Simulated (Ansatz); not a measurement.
Planning a run of Ansatz 0.2.0 on Ga2O3 (C2/m). The input:

```yaml
crystal:
  lattice:
    - [6.22914, -1.548921, 0.0]
    - [6.22914, 1.548921, 0.0]
    - [-1.4137086738, 0.0, 5.630008738]
  atoms:
    - { symbol: Ga, position: [0.0885641352, 0.0885641352, 0.7916537817] }
    - { symbol: Ga, position: [0.9114358648, 0.9114358648, 0.2083462183] }
    - { symbol: Ga, position: [0.6588615459, 0.6588615459, 0.3126338842] }
    - { symbol: Ga, position: [0.3411384541, 0.3411384541, 0.6873661158] }
    - { symbol: O, position: [0.1637950802, 0.1637950802, 0.1081233102] }
    - { symbol: O, position: [0.8362049198, 0.8362049198, 0.8918766898] }
    - { symbol: O, position: [0.1736648546, 0.1736648546, 0.5637741554] }
    - { symbol: O, position: [0.8263351454, 0.8263351454, 0.4362258446] }
    - { symbol: O, position: [0.4966982566, 0.4966982566, 0.2572985802] }
    - { symbol: O, position: [0.5033017434, 0.5033017434, 0.7427014198] }
kpoints:
  mp_grid: { grid: [4, 4, 2] }
  band_path:
    path:
      - [0.0, 0.0, 0.0]
      - [-0.2663944, 0.2663944, 0.0]
      - [-0.7336056, -0.2663944, 0.0]
      - [-0.5, -0.5, 0.0]
      - [-0.5, -0.5, 0.5]
      - [-0.74186107, -0.25813893, 0.5]
      - [-0.25813893, 0.25813893, 0.5]
      - [0.0, 0.0, 0.5]
      - [-0.548372214, -0.451627786, 0.5]
    npoints: 1
hamiltonian:
  xc: hse06
  pseudopotentials: { kind: paw, azcp: { folder: soft_1 } }
scf:
  occupations: { method: fixed }
  n_extra_bands: 7
output:
  eigenvalues: true
  write_density: true
  write_potential: true
  elf: true
  volumetric_format: npy
```

```sh
ansatz run input.yaml --threads 2 --pin off --max-ram 73728MiB --backend cuda --events-out ev --progress --plain --runs-dir out --devices 1 --max-vram 13GiB
```

Question: Estimate wall time and host memory on 1 × NVIDIA H100 80GB HBM3 (shared by 6 runs) with 2 threads of AMD EPYC 7R13 (Zen 3), shared host.

It took 36 s; on shared hardware allow 18 s to 73 s. Peak host memory was 1.5 GiB. The sizes that set the cost: 2117 plane waves a state, 14 irreducible k points and 17 SCF cycles.

Exact exchange couples every pair of k points and filled bands, so it costs far more than a semilocal run.

[Paths, hosts, dates, memory and timing lines, banners, echoed tables and standing remarks are left out of the program output.]

[Logs are printed without paths, hosts, clocks, repeated set-up lines and the standing remarks that a program may print on its own settings, such as how far it seeks lower states.]

[Runs of the session that timed out or met a known fault of the program may be left out.]

[Cells called generated may have been cut or substituted from an entry of the Crystallography Open Database or the Materials Project.]

[Hosts, paths, dates, database ids (printed as entryN), source tags and the programs' standing remarks are cut or masked in the printed files.]
